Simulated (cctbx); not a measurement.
**Sn2Te2AuSI with cctbx, script by script**

Library: cctbx 2025.11. The data are simulated by the first script.

## 1. Simulate the data

run.py:

```python
from cctbx import adptbx, crystal, miller, sgtbx, xray
from cctbx.array_family import flex
from iotbx.shelx import hklf
from scitbx import matrix
import scitbx.random

cs = crystal.symmetry(unit_cell=(15.237, 4.471, 8.108, 90, 97.7, 90), space_group_symbol='Hall: C -2y')  # Cm
atoms = [  # label, site, U (iso, or U11 U22 U33 U12 U13 U23 in A^2), occupancy
    ("Au1", (0.3117, 0, 0.4513), 0.0072, 1),
    ("I1", (0.0057, 0.5, 0.4981), 0.0094, 1),
    ("Te1", (0.2561, 0.5, 0.2548), 0.0087, 1),
    ("Te2", (0.2379, 0, 0.7504), 0.0100, 1),
    ("Sn1", (0.3098, 0.5, 0.9341), 0.0087, 1),
    ("Sn2", (0.0598, 0.5, 0.1893), 0.0089, 1),
    ("S1", (0.0057, 0, 0.9809), 0.0114, 1),
]
xs = xray.structure(crystal_symmetry=cs)
for label, site, u, occ in atoms:
    u = adptbx.u_cif_as_u_star(cs.unit_cell(), u) if isinstance(u, tuple) else u
    xs.add_scatterer(xray.scatterer(label, site=site, u=u, occupancy=occ))
xs.set_inelastic_form_factors(1.54184, "sasaki")
xs.show_summary()
p1 = xs.expand_to_p1()
ms = miller.build_set(p1, anomalous_flag=True, d_min=0.83)
flex.set_random_seed(480656)
scitbx.random.set_random_seed(480656)
ms = ms.select(flex.random_double(ms.size()) < 0.5)
i = ms.structure_factors_from_scatterers(p1, algorithm="direct").f_calc().as_intensity_array().data()
i = i * 20000 / flex.max(i)
sig = flex.sqrt(i + flex.pow2(0.03 * i) + 2 ** 2)
noise = scitbx.random.variate(scitbx.random.normal_distribution())(i.size())
data = ms.array(data=i + sig * noise, sigmas=sig).set_observation_type_xray_intensity()
with open("data.hkl", "w") as f:
    data.export_as_shelx_hklf(f)
print("reflections written:", data.size(), " <I/sigma> = %.1f" % flex.mean(data.data() / data.sigmas()))
for h, a, b in list(data.sort("data"))[:12]:
    print("%4d%4d%4d %9.1f %7.1f" % (h + (a, b)))
```

```console
$ python run.py
```

```text
Number of scatterers: 7
At special positions: 7
Unit cell: (15.237, 4.471, 8.108, 90, 97.7, 90)
Space group: C 1 m 1 (No. 8)
reflections written: 1982  <I/sigma> = 9.4
  -5   1  -1   21024.0   608.9
   0  -2   0   20331.0   614.1
   5  -1   1   20031.2   609.3
   6   0  -2   18402.7   586.6
   1   1  -3   18049.8   616.4
  -4   0   0   14840.2   433.4
  -1  -1  -1   14172.6   437.8
  -1   1  -1   14112.6   437.8
  -6   2   2   13781.7   425.6
   6  -2  -2   13524.0   425.9
  -2   0   6   11137.8   340.6
   5   3   1   11004.0   341.4
```

Run time: 0.46 s on 1 thread of Arm Neoverse N1, on a shared host, peak memory 0.07 GiB.

## 2. Symmetry

run.py:

```python
from cctbx import crystal, sgtbx, statistics
from cctbx.array_family import flex
from iotbx.shelx import hklf

p1 = crystal.symmetry(unit_cell=(15.237, 4.471, 8.108, 90, 97.7, 90), space_group_symbol="P 1")
raw = hklf.reader(file_name="data.hkl").as_miller_arrays(crystal_symmetry=p1, anomalous=True)[0]
print(raw.size(), "reflections to d = %.3f A" % raw.d_min())
isig = raw.data() / raw.sigmas()
print("centring   violations  <I/sigma> of those")
best = "P"
for c in "ABCIRF":
    a = raw.customized_copy(space_group_info=sgtbx.space_group_info("Hall: %s 1" % c)).sys_absent_flags().data()
    m = flex.mean(isig.select(a))
    print("%5s %10d of %5d %8.1f" % (c, (isig.select(a) > 4).count(True), a.count(True), m))
    if (isig.select(a) > 4).count(True) < 0.01 * a.count(True):
        best = c
raw = raw.select(~raw.customized_copy(space_group_info=sgtbx.space_group_info("Hall: %s 1" % best)).sys_absent_flags().data())
isig = raw.data() / raw.sigmas()
rows = []
for s in sgtbx.space_group_symbol_iterator():
    g = sgtbx.space_group(s)
    if g.conventional_centring_type_symbol() != best or not g.is_compatible_unit_cell(p1.unit_cell(), 1e-3, 0.02):
        continue
    rows.append((s, g))
print("Laue class    unique    Rint  (classes that these axes allow; Friedel mates merged)")
rint = {}
for s, g in rows:
    laue = g.build_derived_patterson_group()
    key = laue.type().hall_symbol()
    if key not in rint:
        m = raw.customized_copy(space_group_info=laue.info(), anomalous_flag=False).merge_equivalents()
        rint[key] = m.r_int()
        print("%-14s %6d %7.3f" % (laue.type().lookup_symbol(), m.array().size(), m.r_int()))
floor = min(rint.values())
good = [(s, g) for s, g in rows if rint[g.build_derived_patterson_group().type().hall_symbol()] < 2 * floor + 0.03]
top = max(g.build_derived_patterson_group().order_z() for s, g in good)
print("space group    extra absences  I>4sigma  <I/sigma>")
for s, g in good:
    laue = g.build_derived_patterson_group()
    if laue.order_z() != top:
        continue
    a = raw.customized_copy(space_group_info=g.info()).sys_absent_flags().data()
    a &= ~raw.customized_copy(space_group_info=laue.info()).sys_absent_flags().data()
    bad = (isig.select(a) > 4).count(True)
    if bad <= 0.03 * a.count(True):
        print("%-16s %8d %10d %9s  %s" % (s.universal_hermann_mauguin(), a.count(True), bad, "%.1f" % flex.mean(isig.select(a)) if a.count(True) else "-", "centric" if g.is_centric() else "acentric"))
laue = max(good, key=lambda t: t[1].build_derived_patterson_group().order_z())[1].build_derived_patterson_group()
f = raw.customized_copy(space_group_info=laue.info(), anomalous_flag=False).merge_equivalents().array().eliminate_sys_absent().f_sq_as_f()
f.set_observation_type_xray_amplitude()
bins = max(3, min(8, f.size() // 12))
f.setup_binner(n_bins=bins)
w = statistics.wilson_plot(f, {e: n / laue.order_z() for e, n in {'Au': 2.0, 'I': 2.0, 'Te': 4.0, 'Sn': 4.0, 'S': 2.0}.items()}, e_statistics=True)
print("Wilson B = %.2f A^2   <|E^2-1|> = %.3f (0.968 centric, 0.736 acentric)   E^2>4: %.1f %%" % (w.wilson_b, w.mean_e_sq_minus_1, w.percent_e_sq_gt_2))
print("shell (A)         n   <I/sigma>")
m = raw.customized_copy(space_group_info=laue.info(), anomalous_flag=False).merge_equivalents().array().eliminate_sys_absent()
for b in m.setup_binner(n_bins=bins).range_used():
    sel = m.binner().selection(b)
    print("%5.2f - %4.2f %6d %8.1f" % (min(m.binner().bin_d_range(b)[0] if m.binner().bin_d_range(b)[0] > 0 else 99, 99), m.binner().bin_d_range(b)[1], sel.count(True), flex.mean((m.data() / m.sigmas()).select(sel))))
```

```console
$ python run.py
```

```text
1982 reflections to d = 0.830 A
centring   violations  <I/sigma> of those
    A        450 of   955      8.3
    B        450 of  1010      7.8
    C          0 of  1011      0.0
    I        485 of  1017      9.4
    R        633 of  1334      9.4
    F        450 of  1488      5.3
Laue class    unique    Rint  (classes that these axes allow; Friedel mates merged)
C 1 2/m 1         511   0.031
space group    extra absences  I>4sigma  <I/sigma>
C 1 2 1                 0          0         -  acentric
C 1 m 1                 0          0         -  acentric
C 1 2/m 1               0          0         -  centric
Wilson B = 0.32 A^2   <|E^2-1|> = 0.980 (0.968 centric, 0.736 acentric)   E^2>4: 4.7 %
shell (A)         n   <I/sigma>
 8.04 - 1.66     70     23.9
 1.66 - 1.32     59     22.5
 1.32 - 1.15     60     24.7
 1.15 - 1.05     66     21.6
 1.05 - 0.97     65     19.5
 0.97 - 0.92     59     20.6
 0.92 - 0.87     61     20.2
 0.87 - 0.83     71     21.7
```

Time: 0.46 s.

## 3. Charge flipping

run.py:

```python
import itertools
from cctbx import crystal, maptbx
from cctbx.array_family import flex
from iotbx.shelx import hklf
from smtbx.ab_initio import charge_flipping as cf

cs = crystal.symmetry(unit_cell=(15.237, 4.471, 8.108, 90, 97.7, 90), space_group_symbol='Hall: C -2y')  # Cm
raw = hklf.reader(file_name="data.hkl").as_miller_arrays(crystal_symmetry=cs, anomalous=True)[0]
merged = raw.eliminate_sys_absent().merge_equivalents()
fo2 = merged.array().set_observation_type_xray_intensity()
f = fo2.average_bijvoet_mates().f_sq_as_f().resolution_filter(d_min=0.83)
p1 = f.expand_to_p1()
p1.setup_binner_counting_sorted(reflections_per_bin=max(40, p1.size() // 12))
work = p1.array(data=p1.data() / p1.amplitude_quasi_normalisations().data())
flex.set_random_seed(33346)
it = cf.weak_reflection_improved_iterator(delta=None, weak_reflection_fraction=0.1)
it.start(work, phases=flex.random_double(p1.size()) * 6.2832, f_000=0)
it.delta = 1.2 * it.rho_map.sigma()
print("cycle      R  skewness")
for n, st in enumerate(itertools.islice(it, 150)):
    if n % 12 == 0:
        print("%5d %6.3f %8.2f" % (n, st.r1_factor(), st.rho_map.skewness()))
rho = p1.phase_transfer(it.f_calc).fft_map().apply_volume_scaling()
polish = cf.low_density_elimination_iterator(constant_rho_c=rho.sigma())
polish.start(f_obs=p1, phases=it.f_calc, f_000=0)
for _ in range(8):
    next(polish)
print("origin shift          correlation  skewness")
maps = []
for fc, shift, cc in itertools.islice(cf.f_calc_symmetrisations(f, polish.f_calc, 0), 4):
    m = f.phase_transfer(fc).fft_map(symmetry_flags=maptbx.use_space_group_symmetry, resolution_factor=0.25).apply_sigma_scaling()
    maps.append((m.skewness(), cc, m))
    print("%6.3f %6.3f %6.3f %10.3f %9.2f" % (tuple(shift) + (cc, m.skewness())))
skew, cc, m = max((t for t in maps if t[1] > maps[0][1] - 0.04), key=lambda t: t[0])
print("taken: symmetry correlation %.3f, skewness %.2f" % (cc, skew))
peaks = m.peak_search(parameters=maptbx.peak_search_parameters(min_distance_sym_equiv=0.9, max_clusters=12)).all()
sps = cs.special_position_settings(min_distance_sym_equiv=0.5)
print("peak      x       y       z  mult  height/sigma")
for k, (x, h) in enumerate(zip(peaks.sites(), peaks.heights())):
    ss = sps.site_symmetry(x)
    print("Q%-3d %7.4f %7.4f %7.4f %4d %8.1f" % ((k + 1,) + tuple(t % 1 for t in ss.exact_site()) + (ss.multiplicity(), h)))
```

```console
$ python run.py
```

```text
cycle      R  skewness
    0  0.520     0.13
   12  0.463     1.85
   24  0.448     1.75
   36  0.477     1.90
   48  0.457     1.79
   60  0.454     1.71
   72  0.443     1.98
   84  0.455     1.90
   96  0.451     2.04
  108  0.447     2.05
  120  0.449     1.88
  132  0.463     1.62
  144  0.465     1.73
origin shift          correlation  skewness
-0.000  0.283 -0.000      0.885      2.38
-0.000  0.447 -0.000      0.829      1.28
taken: symmetry correlation 0.885, skewness 2.38
peak      x       y       z  mult  height/sigma
Q1    0.4295  0.0000  0.6254    2     10.0
Q2    0.3602  0.5000  0.4322    2      9.8
Q3    0.0126  0.5000  0.4398    2      8.7
Q4    0.4548  0.0000  0.7586    2      8.6
Q5    0.2006  0.0000  0.0305    2      8.6
Q6    0.4258  0.5000  0.1309    2      7.9
Q7    0.1323  0.0000  0.1772    2      7.4
Q8    0.1290  0.0000  0.3441    2      7.2
Q9    0.0563  0.5000  0.3398    2      7.1
Q10   0.2543  0.0000  0.7039    2      7.1
Q11   0.2016  0.5000  0.5109    2      6.8
Q12   0.4511  0.5000  0.2400    2      6.5
```

Time: 0.56 s.

## 4. Refinement (model from the peaks)

run.py:

```python
import math
from cctbx import adptbx, crystal, maptbx, sgtbx, xray
from cctbx.array_family import flex
from cctbx.xray import observations
from iotbx.shelx import hklf
from scitbx.lstbx import normal_eqns_solving
from smtbx import absolute_structure, utils
from smtbx.refinement import constraints, least_squares

cs = crystal.symmetry(unit_cell=(15.237, 4.471, 8.108, 90, 97.7, 90), space_group_symbol='Hall: C -2y')  # Cm
atoms = [  # label, site, U (iso, or U11 U22 U33 U12 U13 U23 in A^2), occupancy
    ("I1", (0.4295, 0, 0.6254), 0.0200, 1),
    ("Au1", (0.3602, 0.5, 0.4322), 0.0200, 1),
    ("Te1", (0.0126, 0.5, 0.4398), 0.0200, 1),
    ("Te2", (0.2006, 0, 0.0305), 0.0200, 1),
    ("Sn1", (0.4258, 0.5, 0.1309), 0.0200, 1),
    ("Sn2", (0.1323, 0, 0.1772), 0.0200, 1),
    ("S1", (0.129, 0, 0.3441), 0.0200, 1),
]
xs = xray.structure(crystal_symmetry=cs)
for label, site, u, occ in atoms:
    u = adptbx.u_cif_as_u_star(cs.unit_cell(), u) if isinstance(u, tuple) else u
    xs.add_scatterer(xray.scatterer(label, site=site, u=u, occupancy=occ))
xs.set_inelastic_form_factors(1.54184, "sasaki")
raw = hklf.reader(file_name="data.hkl").as_miller_arrays(crystal_symmetry=cs, anomalous=True)[0]
merged = raw.eliminate_sys_absent().merge_equivalents()
fo2 = merged.array().set_observation_type_xray_intensity()
print("Rint %.3f, %d unique reflections to %.2f A" % (merged.r_int(), fo2.size(), fo2.d_min()))
for sc in xs.scatterers():
    sc.flags.set_grad_site(True)
    sc.flags.set_grad_u_aniso(sc.flags.use_u_aniso())
    sc.flags.set_grad_u_iso(sc.flags.use_u_iso())
obs = fo2.as_xray_observations()
extra = {}
rep = constraints.reparametrisation(xs, [], utils.connectivity_table(xs), **extra)
ls = least_squares.crystallographic_ls(obs, rep, weighting_scheme=least_squares.mainstream_shelx_weighting(a=0, b=0))
print("cycle     R1     wR2    GooF  max shift (A)")
for cycle in range(6):
    ls.build_up()
    r1, wr2, goof = ls.r1_factor(cutoff_factor=2)[0], ls.wR2(), ls.goof()
    old = xs.sites_cart()
    normal_eqns_solving.levenberg_marquardt_iterations(ls, n_max_iterations=3, tau=0.0001, step_threshold=1e-7)
    big = flex.max((xs.sites_cart() - old).norms())
    print("%4d %7.4f %7.4f %7.3f %9.5f" % (cycle + 1, r1, wr2, goof, big))
    ls.build_up(objective_only=True)
    if abs(ls.wR2() - wr2) < 5e-5 and big < 5e-4:
        break
ls.build_up()
print("final R1 %.4f wR2 %.4f GooF %.3f  parameters %d  data/parameter %.1f" % (ls.r1_factor(cutoff_factor=2)[0], ls.wR2(), ls.goof(), ls.n_parameters, fo2.size() / ls.n_parameters))
cov = ls.covariance_matrix_and_annotations()
su = dict(zip(cov.annotations, (math.sqrt(max(v, 0)) for v in cov.matrix.matrix_packed_u_diagonal())))
a2 = cs.unit_cell().reciprocal_parameters()[0] ** -2
print("atom        x        y        z      Ueq    occ   su(xyz)  su(Uiso or U11)")
for sc in xs.scatterers():
    s = max(su.get(sc.label + k, 0) for k in (".x", ".y", ".z"))
    npd = "" if sc.is_positive_definite_u(cs.unit_cell()) else "  NPD"
    print("%-5s %8.5f %8.5f %8.5f %8.4f %6.3f %8.5f %7.4f%s" % ((sc.label,) + sc.site + (sc.u_iso_or_equiv(cs.unit_cell()), sc.occupancy, s, su.get(sc.label + ".uiso", su.get(sc.label + ".u11", 0) * a2), npd)))
fo = fo2.f_sq_as_f()
fc = fo.structure_factors_from_scatterers(xs, algorithm="direct").f_calc()
diff = fo.f_obs_minus_f_calc(1 / math.sqrt(ls.scale_factor()), fc).average_bijvoet_mates()
m = diff.fft_map(symmetry_flags=maptbx.use_space_group_symmetry, resolution_factor=0.25).apply_volume_scaling()
print("difference map: max %.2f min %.2f rms %.2f" % (m.statistics().max(), m.statistics().min(), m.statistics().sigma()))
peaks = m.peak_search(parameters=maptbx.peak_search_parameters(min_distance_sym_equiv=0.6, max_clusters=5)).all()
near = xs.closest_distances(peaks.sites(), distance_cutoff=4)
sps = cs.special_position_settings(min_distance_sym_equiv=0.5)
for k, (x, h) in enumerate(zip(peaks.sites(), peaks.heights())):
    ss = sps.site_symmetry(x)
    print("Q%-3d %7.4f %7.4f %7.4f %4d %7.2f  %.2f A from %s" % ((k + 1,) + tuple(t % 1 for t in ss.exact_site()) + (ss.multiplicity(), h, near.smallest_distances[k], xs.scatterers()[near.i_seqs[k]].label)))
```

```console
$ python run.py
```

```text
Rint 0.020, 759 unique reflections to 0.83 A
cycle     R1     wR2    GooF  max shift (A)
   1  0.7005  0.9277  21.308   0.07732
   2  0.6605  0.9056  20.799   0.08139
   3  0.6245  0.8821  20.261   0.06081
   4  0.6016  0.8659  19.888   0.03706
   5  0.5868  0.8550  19.638   0.02199
   6  0.5743  0.8460  19.430   0.01419
final R1 0.5630 wR2 0.8374 GooF 19.233  parameters 21  data/parameter 36.1
atom        x        y        z      Ueq    occ   su(xyz)  su(Uiso or U11)
I1     0.42446  0.00000  0.62753   0.0229  1.000  0.00564  0.0103
Au1    0.35791  0.50000  0.44076   0.0177  1.000  0.00271  0.0062
Te1    0.03024  0.50000  0.42968   0.0170  1.000  0.00542  0.0085
Te2    0.19402  0.00000  0.02963   0.0231  1.000  0.00545  0.0102
Sn1    0.43053  0.50000  0.12558   0.0009  1.000  0.00437  0.0065
Sn2    0.12679  0.00000  0.17077   0.0176  1.000  0.00510  0.0096
S1     0.13092  0.00000  0.34289   0.0186  1.000  0.02274  0.0340
difference map: max 283.29 min -67.31 rms 15.17
Q1    0.4277  0.5000  0.1260    2  285.58  0.04 A from Sn1
Q2    0.3632  0.5000  0.4366    2  277.56  0.09 A from Au1
Q3    0.1202  0.0000  0.1797    2  215.94  0.13 A from Sn2
Q4    0.4266  0.0000  0.6292    2  183.78  0.03 A from I1
Q5    0.1745  0.5000  0.3789    2  170.79  2.29 A from Te1
```

Time: 0.82 s.

Figures of merit this high mean that the model is still wrong or incomplete.

## 5. Charge flipping

run.py, as its changes from the last script of this kind:

```diff
@@ -13,3 +13,2 @@
-p1.setup_binner_counting_sorted(reflections_per_bin=max(40, p1.size() // 12))
-work = p1.array(data=p1.data() / p1.amplitude_quasi_normalisations().data())
-flex.set_random_seed(33346)
+work = p1
+flex.set_random_seed(33347)
@@ -20,2 +19,2 @@
-for n, st in enumerate(itertools.islice(it, 150)):
-    if n % 12 == 0:
+for n, st in enumerate(itertools.islice(it, 300)):
+    if n % 25 == 0:
```

```console
$ python run.py
```

```text
cycle      R  skewness
    0  0.506     0.36
   25  0.415     2.01
   50  0.401     2.13
   75  0.401     2.22
  100  0.408     2.18
  125  0.405     2.26
  150  0.395     2.17
  175  0.413     2.36
  200  0.390     2.36
  225  0.406     2.42
  250  0.399     2.10
  275  0.399     2.23
origin shift          correlation  skewness
 0.000  0.181 -0.000      0.945      2.73
-0.000  0.181 -0.000      0.945      2.73
taken: symmetry correlation 0.945, skewness 2.73
peak      x       y       z  mult  height/sigma
Q1    0.3314  0.0000  0.8483    2     11.4
Q2    0.1407  0.0000  0.8286    2     11.2
Q3    0.3218  0.5000  0.3618    2     10.5
Q4    0.3951  0.0000  0.5784    2      8.9
Q5    0.0788  0.0000  0.1215    2      8.8
Q6    0.3979  0.5000  0.0842    2      8.1
Q7    0.0841  0.5000  0.6413    2      6.4
Q8    0.1590  0.5000  0.3477    2      5.8
Q9    0.3975  0.5000  0.3791    2      5.5
Q10   0.4390  0.0000  0.4690    2      4.6
Q11   0.4424  0.5000  0.9859    2      4.6
Q12   0.2115  0.5000  0.1689    2      4.5
```

Time: 0.61 s.

## 6. Refinement (model from the peaks)

run.py, as its changes from the last script of this kind:

```diff
@@ -12,7 +12,7 @@
-    ("I1", (0.4295, 0, 0.6254), 0.0200, 1),
-    ("Au1", (0.3602, 0.5, 0.4322), 0.0200, 1),
-    ("Te1", (0.0126, 0.5, 0.4398), 0.0200, 1),
-    ("Te2", (0.2006, 0, 0.0305), 0.0200, 1),
-    ("Sn1", (0.4258, 0.5, 0.1309), 0.0200, 1),
-    ("Sn2", (0.1323, 0, 0.1772), 0.0200, 1),
-    ("S1", (0.129, 0, 0.3441), 0.0200, 1),
+    ("Au1", (0.3314, 0, 0.8483), 0.0200, 1),
+    ("Te1", (0.1407, 0, 0.8286), 0.0200, 1),
+    ("Sn1", (0.3218, 0.5, 0.3618), 0.0200, 1),
+    ("Sn2", (0.3951, 0, 0.5784), 0.0200, 1),
+    ("Te2", (0.0788, 0, 0.1215), 0.0200, 1),
+    ("I1", (0.3979, 0.5, 0.0842), 0.0200, 1),
+    ("S1", (0.0841, 0.5, 0.6413), 0.0200, 1),
```

```console
$ python run.py
```

```text
Rint 0.020, 759 unique reflections to 0.83 A
cycle     R1     wR2    GooF  max shift (A)
   1  0.5972  0.8866  20.364   0.05893
   2  0.4086  0.7484  17.189   0.08845
   3  0.1833  0.4454  10.231   0.05085
   4  0.1447  0.3497   8.032   0.02704
   5  0.1279  0.3160   7.257   0.02113
   6  0.1161  0.2913   6.690   0.01482
final R1 0.1082 wR2 0.2742 GooF 6.298  parameters 21  data/parameter 36.1
atom        x        y        z      Ueq    occ   su(xyz)  su(Uiso or U11)
Au1    0.33399  0.00000  0.86937   0.0152  1.000  0.00035  0.0010
Te1    0.13755  0.00000  0.81584   0.0097  1.000  0.00071  0.0011
Sn1    0.32112  0.50000  0.36633   0.0147  1.000  0.00078  0.0015
Sn2    0.39373  0.00000  0.54911   0.0169  1.000  0.00069  0.0016
Te2    0.08137  0.00000  0.12430   0.0226  1.000  0.00087  0.0016
I1     0.39386  0.50000  0.06913   0.0136  1.000  0.00053  0.0015
S1     0.09146  0.50000  0.63992   0.0208  1.000  0.00234  0.0058
difference map: max 9.84 min -8.73 rms 1.07
Q1    0.1305  0.0000  0.8309    2   10.44  0.17 A from Te1
Q2    0.3253  0.5000  0.3596    2   10.03  0.09 A from Sn1
Q3    0.1219  0.5000  0.3443    2    8.69  2.50 A from S1
Q4    0.3924  0.5000  0.0794    2    7.75  0.09 A from I1
Q5    0.3653  0.0000  0.5355    2    7.22  0.43 A from Sn2
```

It took 1.2 s on 1 thread of Arm Neoverse N1, on a shared host, peak memory 0.09 GiB.

Figures of merit this high mean that the model is still wrong or incomplete.

[Logs are printed without paths, hosts, clocks, repeated set-up lines and the standing remarks that a program may print on its own settings, such as how far it seeks lower states.]
